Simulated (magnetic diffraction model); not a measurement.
# HoRu2Rh below its ordering temperature

Space group Cmcm (no. 63), a = 3.8670 Å, b = 17.1470 Å, c = 4.0000 Å.

```
site  atom    x       y    z
  4c    Ho    0  0.8931  1/4
  4c    Rh    0  0.6819  1/4
  4c    Ru    0  0.5413  1/4
  4c    Ru  1/2  0.7536  1/4
```

The compound is invented for this exercise: a known structure type with other elements, its cell scaled to their sizes and not relaxed.

Only Ho is taken to order (form factors of Ho3+); orders and moment sizes are assumed, and not adapted to the symmetry. Radiation: neutrons of λ = 2.36 Å, 8° to 90°; isotropic B of 0.38 Å² (Ho), 0.46 Å² (Rh) and 0.41 Å² (Ru). The intensities are simulated: I ∝ L Σ (|F_N|² + |F_M⊥|²) for unpolarised neutrons, with F_M = 2.695 fm/μB × Σ f(s) S exp(2πi Q·r) exp(−B s²) at Q = H ± k (one set where k and −k are equivalent), only the part normal to Q counting and L = 1/(sin²θ cos θ). For collinear order S is the moment m, which repeats by lattice and centring translations R with the sign exp(−2πi k·R). Form factors are spin-only for 3d ions and dipole or tabulated for f ions, scattering lengths are Sears's of 1992, and absorption is left out. A label names one of the reflections at its angle. The strongest nuclear line in the range is 100, and lines under 0.2 are left out.

Above the ordering temperature:

```tsv
2θ (°)	index	I
15.82	(0 2 0)	7.7
31.96	(0 4 0)	1.5
36.46	(1 1 0)	3.4
43.24	(1 3 0)	1.4
47.59	(0 4 1)	1.5
48.77	(0 6 0)	5.1
50.93	(1 1 1)	10.0
54.76	(1 5 0)	40.8
56.33	(1 3 1)	100.0
60.99	(0 6 1)	34.4
66.24	(1 5 1)	6.6
66.81	(0 8 0)	0.5
69.53	(1 7 0)	1.5
72.31	(0 0 2)	43.6
74.58	(0 2 2)	0.9
75.22	(2 0 0)	41.4
77.30	(0 8 1)	24.2
77.45	(2 2 0)	0.9
79.89	(1 7 1)	26.1
81.24	(0 4 2)	0.6
83.79	(1 1 2)	1.8
84.06	(2 4 0)	0.6
```
(The table stops after 22 lines; 3 more lie at higher angle.)

Below it (cell unchanged):

```tsv
2θ (°)	I
15.82	287.8
31.96	14.9
36.46	44.1
37.99	0.9
43.24	60.9
47.59	23.8
48.77	22.0
50.93	43.2
54.76	42.8
56.33	109.2
60.99	43.5
66.24	45.6
66.81	9.3
69.53	27.5
72.31	43.6
74.58	2.0
75.22	41.4
77.30	30.3
77.45	20.6
79.89	26.1
81.24	1.3
83.79	4.8
84.06	4.0
85.35	13.8
86.97	1.9
87.33	21.2
87.53	1.4
88.15	8.3
```

**Question.** Find the propagation vector, then choose among these models:
A. collinear moments along [100], 6.9 μB on Ho; signs + at (0, 0.8931, 1/4), − at (1/2, 0.6069, 3/4)
B. collinear moments along [100], 6.9 μB on Ho; signs + at (0, 0.8931, 1/4), + at (1/2, 0.6069, 3/4)
C. collinear moments along [001], 6.9 μB on Ho; signs + at (0, 0.8931, 1/4), + at (1/2, 0.6069, 3/4)
D. collinear moments along [001], 6.9 μB on Ho; signs + at (0, 0.8931, 1/4), − at (1/2, 0.6069, 3/4)

No line moves, and magnetic intensity falls on nuclear lines such as the one at 15.82°; new lines at (0 2 1), (2 0 1) and (2 2 1) have whole indices that obey the lattice centring, at places with no nuclear intensity to speak of, so the magnetic cell equals the chemical primitive cell: k = 0.

Magnetic intensity, observed (below minus above) and for each model:

| 2θ (°) | index | observed | A | B | C | D |
| --- | --- | --- | --- | --- | --- | --- |
| 15.82 | (0 2 0) | 280.1 | 280.1 | 15.0 | 15.0 | 280.1 |
| 31.96 | (0 4 0) | 13.4 | 13.4 | 56.0 | 56.0 | 13.4 |
| 34.31 | (0 0 1) | <0.2 | 59.7 | <0.2 | <0.2 | <0.2 |
| 36.46 | (1 1 0) | 40.7 | 2.0 | 3.1 | 64.4 | 40.7 |
| 37.99 | (0 2 1) | 0.9 | 4.9 | 91.3 | 16.3 | 0.9 |
| 43.24 | (1 3 0) | 59.5 | 18.7 | 4.2 | 13.5 | 59.5 |
| 47.59 | (0 4 1) | 22.3 | 47.9 | 11.4 | 5.3 | 22.3 |
| 54.76 | (1 5 0) | 2.0 | 1.1 | 23.3 | 41.7 | 2.0 |

Model D matches.

The absence at (0 0 1) is telling: Q lies along the moments there, so the part normal to Q vanishes.

The structure used: k = (0 0 0), collinear moments along [001], 6.9 μB on Ho; signs + at (0, 0.8931, 1/4), − at (1/2, 0.6069, 3/4).

[Logs are printed without paths, hosts, clocks, repeated set-up lines and the standing remarks that a program may print on its own settings, such as how far it seeks lower states.]
